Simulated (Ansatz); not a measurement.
**LuAs (Fm-3m): phonons and vibrational spectra**

Wanted: phonon frequencies of LuAs (Fm-3m) and what follows from them.

Calculated with Ansatz 0.2.0; DFT PBEsol, scalar-relativistic, plane waves, PAW; PAW set soft_1.

## 1. The starting structure

The structure is cubic, space group Fm-3m (No. 225). Conventional cell: a = 5.676 Å, b = 5.676 Å, c = 5.676 Å, α = 90.00°, β = 90.00°, γ = 90.00°. Nearest to Lu lie 6 As at 2.84 Å. Nearest to As lie 6 Lu at 2.84 Å. Farther neighbours are not listed.

## 2. Relaxation

Harmonic phonons are second derivatives at a point where the forces vanish, and they are wanted at zero stress, so atoms and cell are relaxed first.

The input, input.yaml:

```yaml
crystal:
  lattice:
    - [0.0, 2.838190747, 2.838190747]
    - [2.838190747, 0.0, 2.838190747]
    - [2.838190747, 2.838190747, 0.0]
  atoms:
    - { symbol: Lu, position: [0.5, 0.5, 0.5] }
    - { symbol: As, position: [0.0, 0.0, 0.0] }
kpoints:
  mp_grid: { grid: [12, 12, 12] }
hamiltonian:
  xc: pbesol
  pseudopotentials: { kind: paw, azcp: { folder: soft_1 }, xc_functional: pbe }
scf:
  occupations: { method: gaussian, width: 0.1 }
output:
  forces: true
  stress: true
  eigenvalues: true
  write_density: true
  write_potential: true
  elf: true
  volumetric_format: npy
relax:
  adjacent_minimum: "off"
  f_tol: 0.005
  max_steps: 80
  cell: { stress_tol: 0.05 }
```

Command:

```bash
$ ansatz run input.yaml --threads 4 --pin off --max-ram 10240MiB --backend cpu --events-out ev --progress --plain --runs-dir out
```

Numbers of over 12 decimals in the logs are rounded to 6 here.

What it wrote:

```text
Engine: ansatz 0.2.0, aarch64-unknown-linux-gnu
Pseudopotentials: kind: paw
Pseudopotential: Lu, paw, valence charge 25, recommended cutoff 420 eV (normal), soft_1/Lu.paw.azcp
Pseudopotential: As, paw, valence charge 15, recommended cutoff 420 eV (normal), soft_1/As.paw.azcp
Functional definition: PBEsol
  exchange = pbesol_x
  correlation = pbesol_c
Crystal: 2 atoms, lattice volume = 45.725 Å³
Basis set: ecut = 420 eV, 893 PW (Γ), exchange–correlation on 54×54×54 points (8 copies of the dense FFT grid, shifted against one another)
Bands: 24, of which v1, the nominal top of the filled ones, is band 20 counted from 1 (19 counted from 0)
Symmetry: 48 space group operations
Space group: Fm-3m (ITA 225), of the structure as read, at distance tolerance 3.6e-5 Å
k-points: 72 of 1728
Non-local potential: Lu, projectors of the file, l = 0: 3, l = 1: 2, l = 2: 2, l = 3: 3
Non-local potential: As, projectors of the file, l = 0: 2, l = 1: 2, l = 2: 3, l = 3: 1
PAW form: soft (Blöchl's): semilocal exchange-correlation on the pseudo side does not see the compensation charge
PAW frozen core: Lu, regenerated for the run's functional, and the local potential with it (the file was generated under x = pbe(κ = 0.804, μ = 0.219515), c = pbe(β = 0.066725))
PAW frozen core: As, regenerated for the run's functional, and the local potential with it (the file was generated under x = pbe(κ = 0.804, μ = 0.219515), c = pbe(β = 0.066725))
PAW one-centre angular grid: Lu, 590 points (default); XC on 64 Gauss nodes
PAW one-centre angular grid: As, 590 points (default); XC on 64 Gauss nodes
Initial density: superposition of atomic densities (chi_scale 0.1, normalization cell, long waves kept (reshape's long-wave potential 0.00 eV rms))
Initial wavefunctions: pseudopotential atomic-orbital guess
Functional: x = pbesol(κ = 0.804, μ = 0.123457), c = pbesol(β = 0.046)
SCF iter   1: F=—  HF=-19428.686934 eV  |F-HF|=—  |Δ(HF+E_count)|=         —  Δρ=6.00e-2  dr2=1.75e0  ethr=3.10e-3  ⟨swp⟩=5.1  Hψ=8396  notcnv=0
preconditioner: auto → Kerker (q_TF=auto, 2.668 Å⁻¹)  [metal: Δε(μ)=0.090 eV  Ē_g=19.261 eV  σ=0.100 eV  W_gap=0.46  n_scr=14 (ndim 8)  ℏωp=33.9 eV  f_vac=0.000  D(μ)=0.35/eV (n_scr^D=0)]
SCF iter   2: F=—  HF=-19428.253627 eV  |F-HF|=—  |Δ(HF+E_count)|=   4.33e-1  Δρ=2.92e-2  dr2=3.88e-1  ethr=3.10e-3  ⟨swp⟩=3.7  Hψ=4195  notcnv=0  defer=1
preconditioner: auto → none  [insulator: Δε(μ)=0.149 eV  Ē_g=19.213 eV  σ=0.100 eV  W_gap=0.60  n_scr=14 (ndim 8)  ℏωp=33.9 eV  f_vac=0.000  D(μ)=0.20/eV (n_scr^D=0)  ε∞_Penn≈4.1]
SCF iter   3: F=—  HF=-19428.119760 eV  |F-HF|=—  |Δ(HF+E_count)|=   1.34e-1  Δρ=1.38e-2  dr2=6.08e-2  ethr=9.71e-4  ⟨swp⟩=3.9  Hψ=4669  notcnv=0  defer=1
SCF iter   4: F=—  HF=-19428.045989 eV  |F-HF|=—  |Δ(HF+E_count)|=   7.38e-2  Δρ=4.98e-3  dr2=5.73e-3  ethr=1.52e-4  ⟨swp⟩=3.1  Hψ=4709  notcnv=0  defer=1
SCF iter   5: F=—  HF=-19428.052043 eV  |F-HF|=—  |Δ(HF+E_count)|=   6.05e-3  Δρ=1.96e-3  dr2=9.96e-4  ethr=1.43e-5  ⟨swp⟩=2.5  Hψ=4157  notcnv=0  defer=1
SCF iter   6: F=—  HF=-19428.054085 eV  |F-HF|=—  |Δ(HF+E_count)|=   2.04e-3  Δρ=2.54e-4  dr2=5.03e-5  ethr=2.49e-6  ⟨swp⟩=2.8  Hψ=3450  notcnv=0  defer=1
SCF iter   7: F=—  HF=-19428.054050 eV  |F-HF|=—  |Δ(HF+E_count)|=   3.52e-5  Δρ=1.03e-4  dr2=2.83e-6  ethr=1.26e-7  ⟨swp⟩=3.0  Hψ=3956  notcnv=0  defer=1
SCF iter   8: F=—  HF=-19428.054050 eV  |F-HF|=—  |Δ(HF+E_count)|=   2.65e-7  Δρ=1.19e-5  dr2=2.26e-8  ethr=2.50e-10  ⟨swp⟩=12.8  Hψ=21027  notcnv=0
SCF iter   9: F=-19428.054050 eV  HF=-19428.054050 eV  |F-HF|=2.98e-9  |Δ(HF+E_count)|=   4.44e-8  Δρ=3.85e-6  dr2=4.07e-9  ethr=5.66e-11  ⟨swp⟩=10.7  Hψ=14599  notcnv=0
SCF 1 converged in 9 iterations: F = -19428.054050 eV  dr2 = 4.07e-9
  greatest PAW one-centre occupation: 0.999 electrons in one spin orbital (limit 2), on the As atom at site 1 (counted from 0), in its partial waves of l = 2
relax step   1: F+E_penalty+E_count = -19428.05405042 eV  Δ(F+E_penalty+E_count) = +0.000e0 eV  max|allowed force component| = 6.018e-29 eV/Å  Δτ_max = 0.0000 Å  P = -2.864 GPa  Ω = 45.725 Å³  (9 SCF iters, dr2 threshold 1.00e-7 eV, accepted)
Crystal: 2 atoms, lattice volume = 42.372 Å³
Basis set: ecut = 420 eV, 869 PW (Γ), exchange–correlation on 54×54×54 points (8 copies of the dense FFT grid, shifted against one another)
Initial density: handed on by an earlier stage of this run
Initial wavefunctions: those handed on with the density
iter 1 solved again at ethr=3.79e-5 eV; its pass at ethr=3.10e-3 eV (dr2=1.51e-2 eV) is discarded
SCF iter   1: F=—  HF=-19428.055656 eV  |F-HF|=—  |Δ(HF+E_count)|=         —  Δρ=4.66e-3  dr2=1.54e-2  ethr=3.79e-5  ⟨swp⟩=2.0  Hψ=13241  notcnv=0
preconditioner: auto → none  [insulator: Δε(μ)=0.152 eV  Ē_g=19.638 eV  σ=0.100 eV  W_gap=0.62  n_scr=14 (ndim 8)  ℏωp=35.2 eV  f_vac=0.000  D(μ)=0.22/eV (n_scr^D=0)  ε∞_Penn≈4.2]
SCF iter   2: F=—  HF=-19428.049892 eV  |F-HF|=—  |Δ(HF+E_count)|=   5.76e-3  Δρ=2.00e-3  dr2=1.29e-3  ethr=3.79e-5  ⟨swp⟩=2.7  Hψ=3067  notcnv=0
SCF iter   3: F=—  HF=-19428.049562 eV  |F-HF|=—  |Δ(HF+E_count)|=   3.30e-4  Δρ=7.17e-4  dr2=1.92e-4  ethr=3.23e-6  ⟨swp⟩=2.6  Hψ=4164  notcnv=0
SCF iter   4: F=—  HF=-19428.049503 eV  |F-HF|=—  |Δ(HF+E_count)|=   5.95e-5  Δρ=5.90e-4  dr2=7.40e-5  ethr=4.80e-7  ⟨swp⟩=3.0  Hψ=3982  notcnv=0
SCF iter   5: F=—  HF=-19428.049480 eV  |F-HF|=—  |Δ(HF+E_count)|=   2.25e-5  Δρ=2.18e-4  dr2=1.15e-5  ethr=1.85e-7  ⟨swp⟩=3.0  Hψ=3911  notcnv=0
SCF iter   6: F=—  HF=-19428.049477 eV  |F-HF|=—  |Δ(HF+E_count)|=   3.39e-6  Δρ=7.09e-5  dr2=1.15e-6  ethr=2.87e-8  ⟨swp⟩=2.5  Hψ=3349  notcnv=0
SCF iter   7: F=-19428.049477 eV  HF=-19428.049477 eV  |F-HF|=3.50e-8  |Δ(HF+E_count)|=   8.52e-8  Δρ=9.25e-6  dr2=1.48e-8  ethr=5.00e-10  ⟨swp⟩=14.8  Hψ=21226  notcnv=0
SCF 2 converged in 7 iterations: F = -19428.049477 eV  dr2 = 1.48e-8
relax step   2: F+E_penalty+E_count = -19428.04947655 eV  Δ(F+E_penalty+E_count) = +4.574e-3 eV  max|allowed force component| = 4.694e-29 eV/Å  Δτ_max = 0.0000 Å  P = +3.803 GPa  Ω = 42.372 Å³  energy of the carried Pulay correction = +9.548e-4 eV  (7 SCF iters, dr2 threshold 2.00e-7 eV, rejected (line search))
Crystal: 2 atoms, lattice volume = 44.222 Å³
iter 1 solved again at ethr=1.33e-5 eV; its pass at ethr=3.10e-3 eV (dr2=5.33e-3 eV) is discarded
SCF iter   1: F=—  HF=-19428.071248 eV  |F-HF|=—  |Δ(HF+E_count)|=         —  Δρ=2.70e-3  dr2=5.39e-3  ethr=1.33e-5  ⟨swp⟩=2.0  Hψ=12786  notcnv=0
preconditioner: auto → none  [insulator: Δε(μ)=0.161 eV  Ē_g=12.953 eV  σ=0.100 eV  W_gap=0.61  n_scr=14 (ndim 8)  ℏωp=29.5 eV  f_vac=0.000  D(μ)=0.18/eV (n_scr^D=0)  ε∞_Penn≈6.2]
SCF iter   2: F=—  HF=-19428.069223 eV  |F-HF|=—  |Δ(HF+E_count)|=   2.02e-3  Δρ=1.10e-3  dr2=4.40e-4  ethr=1.33e-5  ⟨swp⟩=2.1  Hψ=2821  notcnv=0
SCF iter   3: F=—  HF=-19428.069112 eV  |F-HF|=—  |Δ(HF+E_count)|=   1.11e-4  Δρ=4.03e-4  dr2=5.73e-5  ethr=1.10e-6  ⟨swp⟩=2.4  Hψ=3520  notcnv=0
SCF iter   4: F=—  HF=-19428.069104 eV  |F-HF|=—  |Δ(HF+E_count)|=   8.38e-6  Δρ=3.04e-4  dr2=2.23e-5  ethr=1.43e-7  ⟨swp⟩=3.0  Hψ=3770  notcnv=0
SCF iter   5: F=—  HF=-19428.069094 eV  |F-HF|=—  |Δ(HF+E_count)|=   9.61e-6  Δρ=3.52e-5  dr2=4.07e-7  ethr=5.58e-8  ⟨swp⟩=3.0  Hψ=3933  notcnv=0
SCF iter   6: F=—  HF=-19428.069093 eV  |F-HF|=—  |Δ(HF+E_count)|=   8.70e-7  Δρ=1.16e-5  dr2=1.93e-8  ethr=1.02e-9  ⟨swp⟩=3.1  Hψ=4018  notcnv=0
SCF iter   7: F=—  HF=-19428.069094 eV  |F-HF|=—  |Δ(HF+E_count)|=   4.66e-8  Δρ=1.91e-6  dr2=4.58e-10  ethr=4.82e-11  ⟨swp⟩=2.7  Hψ=3521  notcnv=0
SCF iter   8: F=—  HF=-19428.069094 eV  |F-HF|=—  |Δ(HF+E_count)|=  2.69e-10  Δρ=4.38e-7  dr2=3.22e-11  ethr=1.15e-12  ⟨swp⟩=2.9  Hψ=3378  notcnv=0
SCF iter   9: F=-19428.069094 eV  HF=-19428.069094 eV  |F-HF|=3.64e-12  |Δ(HF+E_count)|=  3.64e-12  Δρ=1.28e-7  dr2=2.24e-12  ethr=1.00e-12  ⟨swp⟩=8.5  Hψ=12096  notcnv=0
SCF 3 converged in 9 iterations: F = -19428.069094 eV  dr2 = 2.24e-12
relax step   3: F+E_penalty+E_count = -19428.06909354 eV  Δ(F+E_penalty+E_count) = -1.504e-2 eV  max|allowed force component| = 2.953e-28 eV/Å  Δτ_max = 0.0000 Å  P = -0.178 GPa  Ω = 44.222 Å³  energy of the carried Pulay correction = +4.192e-4 eV  (9 SCF iters, accepted)
[...]
relax step   4: F+E_penalty+E_count = -19428.06917122 eV  Δ(F+E_penalty+E_count) = -7.768e-5 eV  max|allowed force component| = 2.461e-28 eV/Å  Δτ_max = 0.0000 Å  P = +0.009 GPa  Ω = 44.126 Å³  energy of the carried Pulay correction = +4.465e-4 eV  (4 SCF iters, dr2 threshold 7.90e-8 eV, accepted)
Initial wavefunctions: pseudopotential atomic-orbital guess (no wavefunctions were taken with the density)
iter 1 solved again at ethr=5.98e-9 eV; its pass at ethr=3.10e-3 eV (dr2=2.39e-6 eV) is discarded
SCF iter   1: F=—  HF=-19428.068763 eV  |F-HF|=—  |Δ(HF+E_count)|=         —  Δρ=4.01e-5  dr2=2.20e-7  ethr=5.98e-9  ⟨swp⟩=6.4  Hψ=17900  notcnv=0
preconditioner: auto → none  [insulator: Δε(μ)=0.159 eV  Ē_g=12.968 eV  σ=0.100 eV  W_gap=0.61  n_scr=14 (ndim 8)  ℏωp=29.6 eV  f_vac=0.000  D(μ)=0.18/eV (n_scr^D=0)  ε∞_Penn≈6.2]
SCF iter   2: F=—  HF=-19428.068765 eV  |F-HF|=—  |Δ(HF+E_count)|=   2.56e-6  Δρ=2.50e-5  dr2=1.11e-7  ethr=5.49e-10  ⟨swp⟩=3.6  Hψ=4393  notcnv=0
SCF iter   3: F=—  HF=-19428.068765 eV  |F-HF|=—  |Δ(HF+E_count)|=   2.22e-8  Δρ=9.18e-6  dr2=1.83e-8  ethr=2.78e-10  ⟨swp⟩=3.0  Hψ=3627  notcnv=0
SCF iter   4: F=—  HF=-19428.068765 eV  |F-HF|=—  |Δ(HF+E_count)|=   1.19e-8  Δρ=3.22e-6  dr2=1.73e-9  ethr=4.57e-11  ⟨swp⟩=3.0  Hψ=4123  notcnv=0
SCF iter   5: F=—  HF=-19428.068765 eV  |F-HF|=—  |Δ(HF+E_count)|=   1.05e-9  Δρ=9.47e-7  dr2=1.20e-10  ethr=4.32e-12  ⟨swp⟩=2.8  Hψ=3605  notcnv=0
SCF iter   6: F=-19428.068765 eV  HF=-19428.068765 eV  |F-HF|=7.28e-12  |Δ(HF+E_count)|=  1.60e-10  Δρ=1.42e-7  dr2=1.70e-12  ethr=1.00e-12  ⟨swp⟩=9.4  Hψ=13066  notcnv=0
SCF 5 converged in 6 iterations: F = -19428.068765 eV  dr2 = 1.70e-12
relax step   5: F+E_penalty+E_count = -19428.06876549 eV  Δ(F+E_penalty+E_count) = +4.057e-4 eV  max|allowed force component| = 3.087e-28 eV/Å  Δτ_max = 0.0000 Å  P = +0.003 GPa  Ω = 44.126 Å³  stress off target by 2.75e-3 GPa  SCF on the basis re-selected at this cell (its energy is not comparable with the rows above)  (6 SCF iters)
basis re-selected at this cell: Δ(F+E_penalty+E_count) = +4.057e-4 eV, ΔP = -0.006 GPa vs the last step (what re-selecting the basis moved, of the pressure what is left beyond the Pulay correction that the steps carried, after the strain that the cell walked since its last selection, with what the two solves' SCF thresholds leave and, on support functions, any second-order correction that the steps lacked; it is no m [...]
SCF converged after 6 iterations
Free energy (F): -19428.068765 eV
Harris-Foulkes:  -19428.068765 eV  (|F-HF|=7.28e-12)
Internal energy: -19428.067879 eV  (E = F + TS)
E sigma→0 (E₀):  -19428.068322 eV
Entropy (-TS):   -0.000887 eV (-0.443 meV/atom)
Fermi energy:    13.637639 eV
--- Per-component energies (eV) ---
  E_band       = -172.568348
  E_kinetic    = 519.935703
  E_local      = -8464.174554  (includes V_loc(G=0)·N_el)
  E_nonlocal   = 292.180770
  E_hartree    = 3822.742568
  E_xc         = -278.634706
  E_vxc        = -328.915109  (∫ρ·V_xc dr)
  E_paw        = -9271.181638  (= ΣΔE_a)
  E_vpaw       = 162.919762  (= ΣTr[D̂ρ^β])
  E_aug_tail   = -0.000023  (compensation charges beyond the density's cutoff)
  E_ewald      = -6051.094313
  E_core_change = 2.158315  (= ΣΔE_core)
  E_smearing   = -0.000887  (= −TS)
  E_closure    = -0.000000  (closes the sum)
  Σ components = -19428.068765   (vs F -19428.068765, Δ=0.00e0)
--- Forces (eV/Å), atoms counted from 1 ---
  atom   1  Lu    -0.00000000     0.00000000     0.00000000
  atom   2  As     0.00000000    -0.00000000    -0.00000000
  max |Σ_I F_I| component: 5.94e-28 eV/Å
--- Stress (GPa, compression-positive) ---
        0.002748      -0.000000      -0.000000
        0.000000       0.002748      -0.000000
       -0.000000       0.000000       0.002748
  P = ⅓ Tr σ = 0.0027 GPa (0.027 kbar)
--- Band table (eV; the first three rows and the last of 72) ---
  k-point 0: bands = [... 16 lower, 8.9893, 14.3698, 14.3698, 14.3698, 15.1300, 15.1300, 15.1300, 16.0972]
  k-point 1: bands = [... 16 lower, 8.9894, 13.4375, 13.8396, 13.8396, 15.3305, 15.3305, 15.4537, 16.6826]
  k-point 2: bands = [... 16 lower, 8.9897, 12.0778, 13.0633, 13.0633, 15.6301, 15.6936, 15.6936, 17.8465]
  k-point 71: bands = [... 16 lower, 8.9890, 10.8130, 10.8130, 10.8868, 16.7391, 16.7391, 17.1182, 18.8901]
--- Relaxed structure (4 steps of the walk, 3 accepted, 1 SCFs on fresh bases) ---
  F+E_penalty+E_count = -19428.06876549 eV   max|allowed force component| = 3.087e-28 eV/Å   (the final SCF, on the basis selected at the relaxed cell)
  cell:  # Å, volume = 44.1257 Å³
    - [0, 2.804706, 2.804706]
    - [2.804706, 0, 2.804706]
    - [2.804706, 2.804706, 0]
  atoms:
    - { symbol: Lu, position: [0.500000, 0.500000, 0.500000] }
    - { symbol: As, position: [0, 0, 0] }
```

Elapsed: 9.1 s, on 4 threads of Arm Neoverse V1, shared host; peak memory 0.42 GiB.

Step by step:

| step | energy less that of the first step (eV) | largest force component (eV/Å) | pressure (GPa) | volume (Å³) |
| --- | --- | --- | --- | --- |
| 1 | 0.0000 | 0.0000 | -2.86 | 45.73 |
| 2 | 0.0046 | 0.0000 | 3.80 | 42.37 |
| 3 | -0.0150 | 0.0000 | -0.18 | 44.22 |
| 4 | -0.0151 | 0.0000 | 0.01 | 44.13 |
| 5* | -0.0147 | 0.0000 | 0.00 | 44.13 |

Relaxation steps marked * repeat the geometry before them on a plane-wave basis chosen anew for their cell, so energy and pressure can jump there. Relaxation step 2 was tried and not accepted.

The run keeps the 48 symmetry operations that it works with, so distortions that break them were not tested.

```csv
"conventional cell, symmetrised",before,after,change
a (Å),5.676,5.609,-1.2 %
b (Å),5.676,5.609,-1.2 %
c (Å),5.676,5.609,-1.2 %
volume (Å³/atom),22.86,22.06,-3.5 %
```

Final coordinates:

```xyz
2
Lattice="0.0000 2.8047 2.8047 2.8047 0.0000 2.8047 2.8047 2.8047 0.0000" Properties=species:S:1:pos:R:3 pbc="T T T"
Lu    2.8047    2.8047    2.8047
As    0.0000    0.0000    0.0000
```

Numbers from this step:

```
pressure          : 0.002748 GPa
volume per atom   : 22.06 Å³
gap on the k-mesh : 0 eV
```

Electrostatic potential energy in the ac plane of the conventional cell at fractional y = 0.000, with atoms of Lu and As within 0.2 Å of it. With pseudopotentials it is smooth inside the atoms' cores, unlike the true potential.

Ten even steps from '0' (-72 eV) to '9' (28 eV), each cell a mean:
```
9868863001578779
7678875334688877
7788887667888887
8888888888888888
7788888888888887
5678887667888865
1367876887788741
0157877998688630
0157877998688630
3468887776788753
6788888777888876
8888888888888888
8888888777888888
6788886556788876
8778874113678768
9868863001578779
```
Columns run along a (5.6 Å; values clipped at the 3rd and 97th percentile), rows up along c (5.6 Å), edges of the conventional cell, whose origin can differ from the input's. Atoms in or near the plane, at fractional coordinates: Lu at (0.50, 0.00), Lu at (0.00, 0.50), As at (0.00, 0.00), As at (0.50, 0.50).

Valence density in the ac plane of the conventional cell at fractional y = 0.000, with atoms of Lu and As within 0.2 Å of it. It is the smooth field of the valence electrons, not physical close to the nuclei.

Ten steps, logarithmic in the rise over the least value, from '_' (0 e/Å³) to '@' (40 e/Å³), each cell a mean:
```
%%++::..__::++%%@@##--..__..--##
==::..____..--++**==..____..::--
....________..::::..________....
________________________________
..____________....____________..
==::..______..::::....______..--
##++::____..::++**==..____..==##
@@##==..__..==%%@@**::..__::**@@
@@##--..__..--##%%++::..__::++%%
**==..____..::--==::..____..--++
::..________........________..::
________________________________
..____________....____________..
::....______..--==::..______..::
**==..____..==####++::____..::++
@@**::..__::**@@@@##==..__..==%%
```
Columns run along a (5.6 Å), rows up along c (5.6 Å), edges of the conventional cell, whose origin can differ from the input's. Atoms in or near the plane, at fractional coordinates: Lu at (0.50, 0.00), Lu at (0.00, 0.50), As at (0.00, 0.00), As at (0.50, 0.50).

ELF in the ac plane of the conventional cell at fractional y = 0.000, with atoms of Lu and As within 0.2 Å of it. It is the smooth field of the valence electrons, not physical close to the nuclei.

Values, 16 rows by 16 columns, each cell a mean:
```
0.13 0.36 0.65 0.63 0.28 0.36 0.76 0.82 0.81 0.84 0.58 0.22 0.48 0.68 0.51 0.20
0.48 0.60 0.69 0.61 0.25 0.19 0.53 0.76 0.80 0.68 0.32 0.15 0.45 0.68 0.64 0.51
0.68 0.69 0.67 0.50 0.21 0.10 0.19 0.36 0.41 0.27 0.11 0.13 0.37 0.61 0.68 0.68
0.48 0.47 0.41 0.30 0.21 0.21 0.25 0.28 0.29 0.26 0.23 0.21 0.26 0.37 0.45 0.48
0.25 0.19 0.13 0.15 0.30 0.50 0.61 0.63 0.63 0.62 0.57 0.41 0.21 0.13 0.15 0.22
0.63 0.46 0.20 0.13 0.41 0.67 0.69 0.65 0.63 0.66 0.69 0.57 0.23 0.11 0.32 0.58
0.83 0.78 0.46 0.19 0.47 0.69 0.60 0.36 0.29 0.47 0.66 0.62 0.26 0.27 0.68 0.84
0.75 0.83 0.63 0.25 0.48 0.68 0.48 0.13 0.09 0.29 0.63 0.63 0.29 0.41 0.80 0.81
0.81 0.84 0.58 0.22 0.48 0.68 0.51 0.20 0.13 0.36 0.65 0.63 0.28 0.36 0.76 0.82
0.80 0.68 0.32 0.15 0.45 0.68 0.64 0.51 0.48 0.60 0.69 0.61 0.25 0.19 0.53 0.76
0.41 0.27 0.11 0.13 0.37 0.61 0.68 0.68 0.68 0.69 0.67 0.50 0.21 0.10 0.19 0.36
0.29 0.26 0.23 0.21 0.26 0.37 0.45 0.48 0.48 0.47 0.41 0.30 0.21 0.21 0.25 0.28
0.63 0.62 0.57 0.41 0.21 0.13 0.15 0.22 0.25 0.19 0.13 0.15 0.30 0.50 0.61 0.63
0.63 0.66 0.69 0.57 0.23 0.11 0.32 0.58 0.63 0.46 0.20 0.13 0.41 0.67 0.69 0.65
0.29 0.47 0.66 0.62 0.26 0.27 0.68 0.84 0.83 0.78 0.46 0.19 0.47 0.69 0.60 0.36
0.09 0.29 0.63 0.63 0.29 0.41 0.80 0.81 0.75 0.83 0.63 0.25 0.48 0.68 0.48 0.13
```
Columns run along a (5.6 Å), rows up along c (5.6 Å), edges of the conventional cell, whose origin can differ from the input's. Atoms in or near the plane, at fractional coordinates: Lu at (0.50, 0.00), Lu at (0.00, 0.50), As at (0.00, 0.00), As at (0.50, 0.50).

In this step the volume went from 22.86 to 22.06 Å³/atom.

## 3. Tight relaxation

Phonons need a cell at rest on their own settings, so the relaxation is repeated with tight tolerances on forces and stress on the k mesh and occupations of the first response run.

input.yaml, the sections that differ from step 2:

```yaml
crystal:
  lattice:
    - [0.0, 2.8047057303, 2.8047057303]
    - [2.8047057303, 0.0, 2.8047057303]
    - [2.8047057303, 2.8047057303, 0.0]
  atoms:
    - { symbol: Lu, position: [0.5, 0.5, 0.5] }
    - { symbol: As, position: [0.0, 0.0, 0.0] }
scf:
  occupations: { method: methfessel_paxton, width: 0.2 }
output:
  forces: true
  stress: true
  eigenvalues: true
relax:
  adjacent_minimum: "off"
  f_tol: 0.001
  max_steps: 60
  cell: { stress_tol: 0.01 }
# kpoints, hamiltonian: as in step 2
```

What it wrote:

```text
[...]
Crystal: 2 atoms, lattice volume = 44.126 Å³
Basis set: ecut = 420 eV, 869 PW (Γ), exchange–correlation on 54×54×54 points (8 copies of the dense FFT grid, shifted against one another)
Bands: 24, of which v1, the nominal top of the filled ones, is band 20 counted from 1 (19 counted from 0)
Symmetry: 48 space group operations
[...]
k-points: 72 of 1728
[...]
k-point 71: bands = [... 16 lower, 8.9889, 10.8132, 10.8132, 10.8870, 16.7391, 16.7391, 17.1182, 18.8900]
--- Relaxed structure (1 steps of the walk, 1 accepted, 1 SCFs on fresh bases) ---
[...]
cell:  # Å, volume = 44.1257 Å³
    - [0.0, 2.8047057303, 2.8047057303]
    - [2.8047057303, 0.0, 2.8047057303]
    - [2.8047057303, 2.8047057303, 0.0]
  atoms:
    - { symbol: Lu, position: [0.5, 0.5, 0.5] }
    - { symbol: As, position: [0.0, 0.0, 0.0] }
[key lines of the parts left out:]
SCF converged after 5 iterations
Free energy (F): -19428.068117 eV
Fermi energy:    13.633460 eV
P = ⅓ Tr σ = 0.0059 GPa (0.059 kbar)
```

It took 3.6 s on 4 threads; peak memory 0.41 GiB.

Little changed from the start: no atom moved by 0.005 Å and no cell edge by 0.1 %.

This step gave:

* pressure: 0.005943 GPa

The forces vanish by symmetry and the pressure is 0.006 GPa, within the tolerances set. The cell now holds 22.06 Å³/atom.

[end of part 1 of 2]

[Logs are printed without paths, hosts, clocks, repeated set-up lines and the standing remarks that a program may print on its own settings, such as how far it seeks lower states.]

[Hosts, paths, dates, database ids (printed as entryN), source tags and the programs' standing remarks are cut or masked in the printed files.]
